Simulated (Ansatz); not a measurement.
# Ta2C monolayer: phonons and vibrational spectra, part 2 of 2

Wanted: phonon frequencies of Ta2C monolayer and what follows from them.

Ansatz 0.2.0; DFT PBEsol, scalar-relativistic, plane waves, PAW; PAW set soft_1.

So far. Step 3 (Relaxing to small forces for the phonons): The largest force component left is 0.15 meV/Å, within the tolerances set.

## 4. Linear response at the zone centre

The zone centre comes first: it holds the modes that light can see, as far as symmetry allows. No field response is asked, since the mesh shows no gap.

The input, input.yaml:

```yaml
crystal:
  lattice:
    - [3.0577039365, 0.0, 0.0]
    - [-1.5288519683, 2.6480492863, 0.0]
    - [0.0, 0.0, 28.6]
  atoms:
    - { symbol: C, position: [0.0, 0.0, 0.3496503497] }
    - { symbol: Ta, position: [0.3333333333, 0.6666666667, 0.3917690468] }
    - { symbol: Ta, position: [0.6666666667, 0.3333333333, 0.3075316525] }
  periodic: [true, true, false]
kpoints:
  mp_grid: { grid: [18, 18, 1] }
hamiltonian:
  xc: pbesol
  pseudopotentials: { kind: paw, azcp: { folder: soft_1 }, xc_functional: pbe }
scf:
  occupations: { method: methfessel_paxton, width: 0.2 }
output:
  eigenvalues: true
phonons:
  method: dfpt
```

The run is started by

```bash
ansatz run input.yaml --threads 4 --pin off --max-ram 16384MiB --backend cpu --events-out ev --progress --plain --runs-dir out
```

Numbers of over 12 decimals in the logs are rounded to 6 here.

The log of the run:

```text
Warning: crystal.symmetry: narrowed to the stabiliser of the run's FFT grids — unitary ops 12 → 6. A phonons.method: dfpt run fills in the rows of the dynamical matrix that it does not solve by its symmetry operations, which is exact only for operations that map its FFT grids onto themselves: filled in by any other, the frequencies could depend on the order in which like atoms are typed, or, by more than the grids' own error, on where the crystal sits among the grids' points. Excluded: 6 operations. The run can therefore solve more perturbations, solve them on more k-points, or both, and cost more. [rest of the remark cut]
[...]
Crystal: 3 atoms, lattice volume = 231.573 Å³
Basis set: ecut = 420 eV, 4499 PW (Γ), exchange–correlation on 48×48×384 points (8 copies of the dense FFT grid, shifted against one another)
Bands: 19, of which v1, the nominal top of the filled ones, is band 15 counted from 1 (14 counted from 0)
Symmetry: 12 space group operations
k-points: 91 of 324 (irreducible under 2 space group operations, time reversal used)
[...]
SCF iter   1: F=—  HF=-19864.203562 eV  |F-HF|=—  |Δ(HF+E_count)|=         —  Δρ=5.08e-2  dr2=1.82e1  ethr=3.10e-3  ⟨swp⟩=10.9  Hψ=14094  notcnv=0
[...]
SCF iter  12: F=-19860.435711 eV  HF=-19860.435711 eV  |F-HF|=7.28e-12  |Δ(HF+E_count)|=  2.40e-10  S|Δr|=    0.00e0  Δρ=1.05e-8  dr2=3.28e-13  ethr=1.00e-12  ⟨swp⟩=15.6  Hψ=16018  notcnv=0
SCF 1 converged in 12 iterations: F = -19860.435711 eV  dr2 = 3.28e-13
[...]
DFPT response loops at Γ: preconditioner auto → none (partly filled bands, converged f_vac=0.742); β = 0.50; Broyden in place of MSR1
SCF converged after 12 iterations
[...]
Free energy (F): -19860.435711 eV
[...]
Internal energy: -19860.434479 eV  (E = F + TS)
E sigma→0 (E₀):  -19860.435403 eV
Entropy (-TS):   -0.001232 eV (-0.411 meV/atom)
Fermi energy:    -4.866592 eV
[...]
--- Band table (eV; the first three rows and the last of 91) ---
  k-point 0: bands = [... 11 lower, -9.1309, -6.6092, -5.6793, -5.4599, -4.9352, -4.9352, -2.9928, -2.9928]
  k-point 1: bands = [... 11 lower, -9.1137, -6.5557, -5.7623, -5.3729, -5.0447, -4.8566, -3.1815, -3.0536]
  k-point 2: bands = [... 11 lower, -9.0713, -6.4635, -5.9740, -5.3812, -5.1104, -4.6296, -3.4135, -3.1260]
  k-point 90: bands = [... 11 lower, -9.4089, -6.7471, -5.9819, -5.4052, -4.2785, -2.7288, -2.3335, -1.0254]
--- Phonons (Γ-DFPT): 6 representative perturbations + reference, on 91 of 324 k-points (Σ response iterations 33) ---
  ASR residual: 2.217e-5 → 0.000e0 eV/Å²; symmetrization residual: 1.151e-5 eV/Å²
  The last average, over the group as it would stand without the narrowing to the FFT grids, took up to 6.787e-7 eV/Å² of the zone centre's force constants
  ASR residual per site (eV/Å²): 2.22e-5 1.08e-5 1.14e-5
  Γ frequencies (cm⁻¹): 0.00 0.00 0.00 124.80 124.80 203.79 618.70 681.09 681.09
  non-analytic LO–TO correction: not included (Born effective charges unavailable; polar crystals: no LO–TO splitting at Γ)
```

Wall time 1.8 min (4 threads of Arm Neoverse V1, shared host); peak memory 1.5 GiB.

Numbers from this step:

```yaml
sum_rule_residual_before_enforcement: 2.22e-5 eV/Å²
point_group: -3m
highest_optical_mode_at_the_zone_centre_no_lo_to_term: 681.1 cm⁻¹
lowest_optical_zone_centre_mode: 124.8 cm⁻¹
```

Patterns of degenerate modes are one choice out of their space. Modes at Γ, with each element's share of the kinetic energy:

| mode | frequency (cm⁻¹) | symmetry | C % | Ta % |
| --- | --- | --- | --- | --- |
| 1 | 0.0 | acoustic | 3 | 97 |
| 2 | 0.0 | acoustic | 3 | 97 |
| 3 | 0.0 | acoustic | 3 | 97 |
| 4 | 124.8 | Eg | 0 | 100 |
| 5 | 124.8 | Eg | 0 | 100 |
| 6 | 203.8 | A1g | 0 | 100 |
| 7 | 618.7 | A2u | 97 | 3 |
| 8 | 681.1 | Eu | 97 | 3 |
| 9 | 681.1 | Eu | 97 | 3 |

Displacements in mode 4 (124.8 cm⁻¹), the largest set to 1:
```
C1   0.00  0.00  0.00
Ta2  0.10  1.00  0.00
Ta3 -0.10 -1.00  0.00
```

Displacements in mode 8 (681.1 cm⁻¹), the largest set to 1:
```
C1   0.00  1.00  0.00
Ta2  0.00 -0.03  0.00
Ta3  0.00 -0.03  0.00
```

Before it was imposed, the acoustic sum rule was missed by 2.2e-5 eV/Å². Small misses are needed for a sound result but don't prove that mesh and cutoff are converged. The lowest optical mode is real, 125 cm⁻¹.

## 5. The dispersion

Stability and thermal properties need the whole zone. Linear response on a 6×6×1 q mesh gives force constants as far as a supercell of that size would.

input.yaml, as its differences from that of step 4:

```diff
@@ -21 +21,10 @@
   method: dfpt
+  qmesh: [6, 6, 1]
+  temperatures: { t_max: 1000, t_step: 50 }
+  qpath:
+    path:
+      - [0.0, 0.0, 0.0]
+      - [0.5, 0.0, 0.0]
+      - [0.33333333, 0.33333333, 0.0]
+      - [0.0, 0.0, 0.0]
+    npoints: 10
```

The log of the run:

```text
[...]
Crystal: 3 atoms, lattice volume = 231.573 Å³
Basis set: ecut = 420 eV, 4499 PW (Γ), exchange–correlation on 48×48×384 points (8 copies of the dense FFT grid, shifted against one another)
Bands: 19, of which v1, the nominal top of the filled ones, is band 15 counted from 1 (14 counted from 0)
Symmetry: 12 space group operations
k-points: 37 of 324 (irreducible under 6 space group operations, time reversal used)
[...]
SCF iter   1: F=—  HF=-19864.203565 eV  |F-HF|=—  |Δ(HF+E_count)|=         —  Δρ=5.08e-2  dr2=1.82e1  ethr=3.10e-3  ⟨swp⟩=10.8  Hψ=5728  notcnv=0
[...]
SCF iter  12: F=-19860.435711 eV  HF=-19860.435711 eV  |F-HF|=2.91e-11  |Δ(HF+E_count)|=  2.26e-10  S|Δr|=    0.00e0  Δρ=1.76e-8  dr2=7.23e-13  ethr=1.00e-12  ⟨swp⟩=16.0  Hψ=6484  notcnv=0
SCF 1 converged in 12 iterations: F = -19860.435711 eV  dr2 = 7.23e-13
[...]
phonons: the bands overlap, so this run is a metal and interpolates without the dipole-dipole term. If the crystal is really an insulator or semiconductor, its LO-TO splitting is missing
NSCF: frozen V_eff on 37 k-points
WARN: eigensolver did not converge (k=6): 1 band(s) unlocked after 2 eigensolves, warm-restarted (20 sweeps on the last) at ethr=1.20e-12 eV (storage-precision floor; scheduled 1.00e-12 eV) (lowest unlocked band 18, counted from 0; max residual 1.26e-5 eV among the unlocked bands, 1.26e-5 eV over every band; other slots of this pass that fall short are told together in one closing line; warning suppressed until the next SCF loop or pass starts)
WARN: eigensolver did not converge in 12 slots of this pass, the one above among them; of largest residual over every band (k=33): 1 band(s) unlocked (lowest unlocked band 18, counted from 0; max residual 8.55e-4 eV among the unlocked bands, 8.55e-4 eV over every band); of lowest unlocked band (k=6): band 18
[...]
DFPT response loops at q = (0, 0, 0) (fractional): preconditioner auto → none (partly filled bands, converged f_vac=0.742); β = 0.50; Broyden in place of MSR1
[...]
SCF converged after 12 iterations
[...]
Free energy (F): -19860.435711 eV
[...]
Internal energy: -19860.434479 eV  (E = F + TS)
E sigma→0 (E₀):  -19860.435403 eV
Entropy (-TS):   -0.001232 eV (-0.411 meV/atom)
Fermi energy:    -4.866592 eV
[...]
--- Band table (eV; the first three rows and the last of 37) ---
  k-point 0: bands = [... 11 lower, -9.1309, -6.6092, -5.6793, -5.4599, -4.9352, -4.9352, -2.9928, -2.9928]
  k-point 1: bands = [... 11 lower, -9.1137, -6.5557, -5.7623, -5.3729, -5.0447, -4.8566, -3.1815, -3.0536]
  k-point 2: bands = [... 11 lower, -9.0713, -6.4635, -5.9740, -5.3812, -5.1104, -4.6296, -3.4135, -3.1260]
  k-point 36: bands = [... 11 lower, -9.1387, -5.8535, -5.7216, -5.7216, -4.3198, -2.3183, -2.3183, -1.2645]
--- Phonons (Γ-DFPT): 6 representative perturbations + reference (Σ response iterations 33) ---
  ASR residual: 3.401e-5 → 0.000e0 eV/Å²; symmetrization residual: 4.045e-6 eV/Å²
[...]
ASR residual per site (eV/Å²): 3.40e-5 9.03e-6 1.37e-5
  Γ frequencies (cm⁻¹): 0.00 0.00 0.00 124.80 124.80 203.79 618.70 681.09 681.09
--- Phonons (arbitrary-q DFPT): 7 irreducible q on the 6×6×1 mesh ---
  q = [0.0000, 0.0000, 0.0000] (star 1, of the zone-centre solve; hermiticity 4.08e-7, symmetrization 3.56e-11, taken by the last average 1.17e-7): -0.00 0.00 0.00 124.80 124.80 203.79 618.70 681.09 681.09
  q = [0.0000, 0.1667, 0.0000] (star 6, 9 solved perturbations on 171 of 324 k-point pairs; hermiticity 4.83e-7, symmetrization 2.59e-10, taken by the last average 1.11e-7): 34.94 59.66 106.24 126.75 133.69 197.69 631.87 681.92 698.73
[...]
q = [0.1667, 0.1667, 0.0000] (star 6, 6 solved perturbations in 1485 linear systems a pass and spin channel, the states on 324 of 324 k-point pairs; hermiticity 3.22e-7, symmetrization 1.84e-10, taken by the last average 1.09e-7): 75.76 109.03 129.64 150.24 150.55 194.61 634.16 690.71 703.54
[...]
sum rule: each row above includes the acoustic sum rule's correction from the zone centre's row sums; it moved no ω² by more than (0.88 cm⁻¹)²
  mesh force constants: q→R imaginary residual 2.15e-18; ASR residual 3.401e-5 → 0.000e0 eV/Å²; symmetrization residual 1.421e-14 eV/Å²
  interpolated dispersion: 31 rows × 9 modes
  density of states and harmonic sums: on the 24×24×1 q-mesh, interpolated from the force constants of a 6×6×1 supercell (no non-analytic term)
  largest difference from the sums on the solved wave vectors: F 2.71e-2 eV, S 3.38e-5 and C_V 6.73e-6 eV/K
  zero-point energy: 0.177884 eV/cell   skipped modes (ω ≤ 0): 3   left out of the sums: 5.79e-4 of the cell's modes: C_V's classical limit lies that fraction below 3 k_B per atom; for a crystal, a wire or a layer, F and S can be off by more, and a phonons.interpolated_qmesh denser along its periods is the remedy for the sampling
```

Elapsed: 25 min, on 4 threads; peak memory 3.2 GiB; 1.7 h of CPU time.

This step gave:

- sum-rule residual before enforcement: 3.40e-5 eV/Å²
- lowest frequency on the path: 0 cm⁻¹
- highest frequency on the path or at a solved wavevector: 720.7 cm⁻¹
- mean frequency: 319 cm⁻¹
- lowest mode on the q mesh (acoustic modes at Γ apart): 34.94 cm⁻¹
- zero-point energy per atom: 59.29 meV
- heat capacity at 300 K: 19.65 J/(mol atoms K)
- vibrational entropy at 300 K: 26.21 J/(mol atoms K)
- edges of the widest gap between branches, on path and mesh: 203.8, 613.9 cm⁻¹

Frequencies (cm⁻¹) solved at each irreducible wavevector; negative means imaginary. Frequencies by wavevector, by row:

| q in reciprocal lattice units | star | mode 1 | mode 2 | mode 3 | mode 4 | mode 5 | mode 6 | mode 7 | mode 8 | mode 9 |
| --- | --- | --- | --- | --- | --- | --- | --- | --- | --- | --- |
| 0 0 0 | 1 | 0 | 0 | 0 | 124.8 | 124.8 | 203.8 | 618.7 | 681.1 | 681.1 |
| 0 0.1667 0 | 6 | 34.9 | 59.7 | 106.2 | 126.8 | 133.7 | 197.7 | 631.9 | 681.9 | 698.7 |
| 0 0.3333 0 | 6 | 95.9 | 119.2 | 139.3 | 143.5 | 164.7 | 195.2 | 625.1 | 682.7 | 716.3 |
| 0 -0.5 0 | 3 | 117.1 | 144.6 | 147.3 | 149.2 | 173.7 | 198.2 | 613.9 | 704.7 | 720.6 |
| 0.1667 0.1667 0 | 6 | 75.8 | 109 | 129.6 | 150.2 | 150.6 | 194.6 | 634.2 | 690.7 | 703.5 |
| 0.1667 0.3333 0 | 12 | 113 | 137.1 | 142.1 | 158.3 | 171.7 | 195.1 | 633.1 | 701.8 | 717.2 |
| 0.3333 0.3333 0 | 2 | 109.2 | 138.7 | 138.7 | 169.8 | 169.8 | 186.7 | 652.9 | 700.9 | 700.9 |

Interpolated from a 6×6×1 q mesh. The phonon branches at the labelled points (cm⁻¹):

| point | branch 1 | branch 2 | branch 3 | branch 4 | branch 5 | branch 6 | branch 7 | branch 8 | branch 9 |
| --- | --- | --- | --- | --- | --- | --- | --- | --- | --- |
| Γ | 0 | 0 | 0 | 125 | 125 | 204 | 619 | 681 | 681 |
| halfway | 67 | 91 | 131 | 135 | 148 | 196 | 632 | 678 | 709 |
| M | 117 | 145 | 147 | 149 | 174 | 198 | 614 | 705 | 721 |
| halfway | 118 | 138 | 146 | 158 | 174 | 194 | 634 | 710 | 711 |
| K | 109 | 139 | 139 | 170 | 170 | 187 | 653 | 701 | 701 |
| halfway | 76 | 109 | 130 | 150 | 151 | 195 | 634 | 691 | 704 |
| Γ | 0 | 0 | 0 | 125 | 125 | 204 | 619 | 681 | 681 |

The phonon branches as a text plot (rows in cm⁻¹):

```
    706 |     ***********************************************
    676 |***************                            *************
    646 |     ******               ************************
    616 |*****      ***************                        ******
    586 |
    556 |
    526 |
    495 |
    465 |
    435 |
    405 |
    375 |
    345 |
    315 |
    285 |
    255 |
    225 |
    195 |********************************************************
    165 |           **********************************
    135 |********************************************************
    105 |     ****************************************   **
     75 |   **  ******                              *********
     45 | ********                                    **********
     15 |*******                                           ******
         Γ                   M           K                      Γ
```

Tetrahedra on a 24×24×1 mesh, mean over bins of 10 cm-1. Interpolated from a 6×6×1 q mesh. The phonon density of states by wavenumber; read off at these points:

```
wavenumber (cm⁻¹)  phonon density of states (1/cm⁻¹/cell)
                5                                 0.00265
               35                                 0.00599
               75                                  0.0109
              105                                  0.0253
              135                                  0.0970
              145                                  0.0820
              175                                  0.0389
              195                                  0.0910
              215                                       0
              245                                       0
              275                                       0
              315                                       0
              345                                       0
              385                                       0
              415                                       0
              455                                       0
              485                                       0
              515                                       0
              555                                       0
              585                                       0
              625                                  0.0311
              635                                  0.0478
              655                                  0.0019
              695                                  0.0403
              715                                  0.0569
              725                                  0.0037
```

The partial phonon density of states has structure finer than the step of the table below, so its rows give means over 25 cm⁻¹, whole bins alone (the curve runs from -10 to 752 cm⁻¹). Peaks (cm⁻¹: height): C 632.4: 0.0427, 704.3: 0.053; Ta 138.6: 0.096, 196.1: 0.0668.

Phonopy on the run's constants, 21x21x1 mesh, Gaussian sigma 5.4 cm-1. Interpolated from a 6×6×1 q mesh. Partial phonon density of states against wavenumber; means over each step; values in 1/cm⁻¹/cell:

| wavenumber (cm⁻¹) | C | Ta |
| --- | --- | --- |
| 25 | 1.7e-4 | 0.00482 |
| 50 | 2.5e-4 | 0.00727 |
| 75 | 3.5e-4 | 0.0108 |
| 100 | 7.3e-4 | 0.0228 |
| 125 | 5.8e-4 | 0.0568 |
| 150 | 4.7e-4 | 0.0655 |
| 175 | 4.3e-4 | 0.0320 |
| 200 | 5.0e-5 | 0.0353 |
| 225 | 0 | 2.2e-4 |
| 250 | 0 | 0 |
| 275 | 0 | 0 |
| 300 | 0 | 0 |
| 325 | 0 | 0 |
| 350 | 0 | 0 |
| 375 | 0 | 0 |
| 400 | 0 | 0 |
| 425 | 0 | 0 |
| 450 | 0 | 0 |
| 475 | 0 | 0 |
| 500 | 0 | 0 |
| 525 | 0 | 0 |
| 550 | 0 | 0 |
| 575 | 0 | 0 |
| 600 | 0.00121 | 4.3e-5 |
| 625 | 0.0282 | 0.00108 |
| 650 | 0.00910 | 3.7e-4 |
| 675 | 0.0148 | 3.2e-4 |
| 700 | 0.0445 | 8.9e-4 |
| 725 | 0.0193 | 3.7e-4 |

Harmonic thermodynamic functions per atom, from the density of states. Interpolated from a 6×6×1 q mesh. Thermodynamic functions, by row:

| T (K) | F_vib (meV/atom) | S (J/mol-atom/K) | C_V (J/mol-atom/K) |
| --- | --- | --- | --- |
| 0 | 59.29 | 0 | 0 |
| 100 | 55.82 | 8.873 | 11.94 |
| 200 | 41.16 | 18.83 | 16.75 |
| 300 | 17.66 | 26.21 | 19.65 |
| 400 | -12.68 | 32.13 | 21.42 |
| 500 | -48.6 | 37.04 | 22.49 |
| 600 | -89.2 | 41.2 | 23.15 |
| 700 | -133.8 | 44.8 | 23.58 |
| 800 | -181.9 | 47.97 | 23.88 |
| 900 | -233.1 | 50.8 | 24.09 |
| 1000 | -287.1 | 53.34 | 24.24 |

Symmetry leaves 7 wavevectors to solve. The lowest mode among them, the acoustic zeros apart, lies at q = (0, 0.167, 0) and is real, 34.9 cm⁻¹.

## 6. Another isotope

An isotope changes the mass and not the force constants, so no new electronic calculation is needed; the shifts show which modes move this element.

The same force constants with the mass of C changed from 12.011 to 13.003 u (phonopy, no LO-TO term). Both lists are sorted by frequency; levels can cross, so a row need not hold one and the same mode. Modes under 3 cm⁻¹ are left out. Isotope shifts, by row:

```csv
q,rank,natural mass (cm⁻¹),changed mass (cm⁻¹)
0 0 0,4,124.8,124.8
0 0 0,5,124.8,124.8
0 0 0,6,203.8,203.8
0 0 0,7,618.7,595.4
0 0 0,8,681.1,655.5
0 0 0,9,681.1,655.5
0 0.1667 0,1,34.95,34.89
0 0.1667 0,2,59.66,59.59
0 0.1667 0,3,106.2,106.2
0 0.1667 0,4,126.8,126.7
0 0.1667 0,5,133.7,133.7
0 0.1667 0,6,197.7,197.7
0 0.1667 0,7,631.9,608.2
0 0.1667 0,8,681.9,656
0 0.1667 0,9,698.7,672.4
0 0.3333 0,1,95.94,95.8
0 0.3333 0,2,119.2,119.1
0 0.3333 0,3,139.3,139.3
0 0.3333 0,4,143.5,143.5
0 0.3333 0,5,164.7,164.6
0 0.3333 0,6,195.2,195.2
0 0.3333 0,7,625.1,601.7
0 0.3333 0,8,682.7,656.6
0 0.3333 0,9,716.3,689.1
0 -0.5 0,1,117.1,116.9
0 -0.5 0,2,144.6,144.6
0 -0.5 0,3,147.3,147.2
0 -0.5 0,4,149.2,149.2
0 -0.5 0,5,173.7,173.6
0 -0.5 0,6,198.2,198.2
0 -0.5 0,7,613.9,590.8
0 -0.5 0,8,704.7,677.7
0 -0.5 0,9,720.6,693.1
```

A mode of this element alone would shift by -3.89 %. The highest zone-centre frequency without the field goes from 681.1 to 655.5 cm⁻¹ (-3.8 %). The product of the frequency ratios over all optical modes at Γ is 0.891; the product rule, (m/m′)^(3k/2) (M′/M)^(3/2) with k = 1 such atoms and M the mass of the cell, gives 0.891.

## 7. Summary of results

```json
{
 "space group after relaxation (within 0.01 Å)": "P-3m1",
 "area per atom": "2.70 Å²",
 "electronic character": "no gap on this mesh",
 "highest optical mode at the zone centre (no LO-TO term)": "681 cm⁻¹",
 "lowest optical zone-centre mode": "125 cm⁻¹",
 "lowest mode on the q mesh (acoustic modes at Γ apart)": "34.9 cm⁻¹",
 "highest frequency on the path or at a solved wavevector": "721 cm⁻¹",
 "zero-point energy per atom": "59.3 meV",
 "heat capacity at 300 K": "19.7 J/(mol atoms K)",
 "vibrational entropy at 300 K": "26.2 J/(mol atoms K)",
 "imaginary modes on the 6×6×1 q mesh": "none"
}
```

The structure is a minimum as far as tested: no mode is imaginary at the 7 irreducible wavevectors of the 6×6×1 mesh, and the softest away from the acoustic zeros lies at 35 cm⁻¹. The optical modes at Γ span 125 to 681 cm⁻¹. The highest mode in this list at Γ, 681.1 cm⁻¹, is mostly motion of C (97 % of the kinetic energy). On the path and the mesh, the widest gap between branches runs from 204 to 614 cm⁻¹. With no gap, or one that is small against the smearing, the frequencies hang on the k mesh and the smearing, most of all near Kohn anomalies. In a sheet or slab the interpolated bending branch near Γ is rough, since the rotational sum rule isn't imposed. Spin-orbit coupling is left out, which can matter for the heavy elements here. The PAW files were made for PBE and serve the other functionals too. A phonon run warned that its eigensolver left some bands unconverged in a pass. The starting cell was built on a prototype and not taken from a measurement. These are harmonic frequencies at zero temperature: anharmonic shifts, linewidths and thermal expansion are left out.

[Logs are printed without paths, hosts, clocks, repeated set-up lines and the standing remarks that a program may print on its own settings, such as how far it seeks lower states.]

[Hosts, paths, dates, database ids (printed as entryN), source tags and the programs' standing remarks are cut or masked in the printed files.]
